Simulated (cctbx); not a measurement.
# Occupancies in Eu7Mg4In6As12

Cell a = 30.3330 Å, b = 4.2720 Å, c = 11.6100 Å, α = 90.00°, β = 110.16°, γ = 90.00°; space group C2/m (no. 12); nominal formula Eu7Mg4In6As12.

The data are simulated with cctbx, not measured: Cu Kα, λ = 1.54184 Å, to d = 0.83 Å, 50 % of the full sphere, strongest reflection 70000 counts, noise from counting, a 4 % proportional error and a noise floor of 2 counts (s.d.); no absorption, and some extinction, which the refinements don't model.

With every site full:

```text
Rint 0.028, 1326 unique reflections to 0.83 A
cycle     R1     wR2    GooF  max shift (A)
   1  0.0818  0.2071   4.691   0.00648
   2  0.0283  0.0815   1.845   0.00011
final R1 0.0283 wR2 0.0815 GooF 1.845  parameters 88  data/parameter 15.1
atom        x        y        z      Ueq    occ   su(xyz)  su(Uiso or U11)
Eu1    0.00000  0.00000  0.00000   0.0098  1.000  0.00000  0.0005
Eu2    0.21701  0.50000  0.86420   0.0082  1.000  0.00007  0.0004
Eu3    0.38691  0.50000  0.49156   0.0089  1.000  0.00007  0.0004
Eu4    0.48339  0.50000  0.32223   0.0199  1.000  0.00009  0.0005
In1    0.44979  0.00000  0.76129   0.0123  1.000  0.00008  0.0004
In2    0.09899  0.50000  0.75230   0.0120  1.000  0.00008  0.0004
In3    0.28111  0.50000  0.32701   0.0105  1.000  0.00008  0.0004
As1    0.29222  0.00000  0.85354   0.0105  1.000  0.00013  0.0007
As2    0.04086  0.50000  0.50809   0.0103  1.000  0.00013  0.0007
As3    0.04559  0.50000  0.87731   0.0119  1.000  0.00013  0.0007
As4    0.19128  0.50000  0.54118   0.0149  1.000  0.00014  0.0007
As5    0.35466  0.50000  0.21460   0.0116  1.000  0.00013  0.0007
As6    0.41141  0.50000  0.75543   0.0133  1.000  0.00013  0.0007
Mg1    0.30163  0.50000  0.65507   0.0165  1.000  0.00043  0.0024
Mg2    0.37305  0.50000  0.98121   0.0174  1.000  0.00042  0.0023
difference map: max 1.02 min -3.98 rms 0.35
Q1    0.1272  0.5000  0.8869    4    1.03  1.50 A from In2
Q2    0.2041  0.0000  0.6327    4    1.02  0.52 A from In3
Q3    0.1260  0.0000  0.5190    4    1.01  0.37 A from Eu3
Q4    0.2100  0.4050  0.8677    8    1.00  0.47 A from Eu2
Q5    0.0133  0.1627  0.3705    8    0.97  1.13 A from Eu4
Q6    0.0489  0.5000  0.2396    4    0.92  0.05 A from In1
```

With the occupancies of the suspect sites free, each still typed as its main element:

```text
Rint 0.028, 1326 unique reflections to 0.83 A
cycle     R1     wR2    GooF  max shift (A)
   1  0.0589  0.1678   3.802   0.00037
  20  0.0197  0.0483   1.095   0.00010
final R1 0.0196 wR2 0.0477 GooF 1.081  parameters 89  data/parameter 14.9
atom        x        y        z      Ueq    occ   su(xyz)  su(Uiso or U11)
Eu1    0.00000  0.00000  0.00000   0.0109  1.000  0.00000  0.0003
Eu2    0.21700  0.50000  0.86420   0.0091  1.000  0.00004  0.0002
Eu3    0.38689  0.50000  0.49153   0.0099  1.000  0.00004  0.0002
Eu4    0.48337  0.50000  0.32218   0.0145  0.893  0.00005  0.0003
In1    0.44980  0.00000  0.76125   0.0131  1.000  0.00005  0.0003
In2    0.09900  0.50000  0.75228   0.0131  1.000  0.00005  0.0003
In3    0.28112  0.50000  0.32704   0.0115  1.000  0.00005  0.0003
As1    0.29222  0.00000  0.85359   0.0114  1.000  0.00008  0.0004
As2    0.04087  0.50000  0.50810   0.0114  1.000  0.00008  0.0004
As3    0.04560  0.50000  0.87734   0.0129  1.000  0.00008  0.0004
As4    0.19131  0.50000  0.54132   0.0159  1.000  0.00008  0.0004
As5    0.35467  0.50000  0.21465   0.0125  1.000  0.00007  0.0004
As6    0.41141  0.50000  0.75545   0.0142  1.000  0.00008  0.0004
Mg1    0.30158  0.50000  0.65490   0.0185  1.000  0.00026  0.0014
Mg2    0.37308  0.50000  0.98096   0.0190  1.000  0.00025  0.0014
su of occupancy Eu4: 0.003
difference map: max 0.91 min -1.72 rms 0.25
Q1    0.1281  0.5000  0.8901    4    0.94  1.54 A from In2
Q2    0.0131  0.1630  0.3720    8    0.80  1.13 A from Eu4
Q3    0.1204  0.2904  0.8030    8    0.69  1.14 A from In2
Q4    0.0834  0.3238  0.4229    8    0.67  1.76 A from Eu3
Q5    0.1340  0.1947  0.3502    8    0.67  1.71 A from As6
Q6    0.0273  0.1784  0.6128    8    0.66  1.19 A from Eu4
```

**Question.** What is the disorder?

X-rays count electrons. Eu4 refines to 0.893(0.003), or 56.3 electrons; the site truly holds 0.85 Eu, 53.5 electrons, which is 0.850 of Eu. A value under 1 can't tell vacancies from a lighter guest, and one over 1 needs a heavier guest; chemistry or a second radiation must settle which. Occupancy correlates with U and the scale, so the match is approximate.

Freeing them takes R1 from 0.0283 to 0.0196 and GooF from 1.84 to 1.08.

This is a model crystal, built by substitution and not relaxed, with assumed displacement parameters.

[Middle refinement cycles are left out of these outputs.]

[Logs are printed without paths, hosts, clocks, repeated set-up lines and the standing remarks that a program may print on its own settings, such as how far it seeks lower states.]
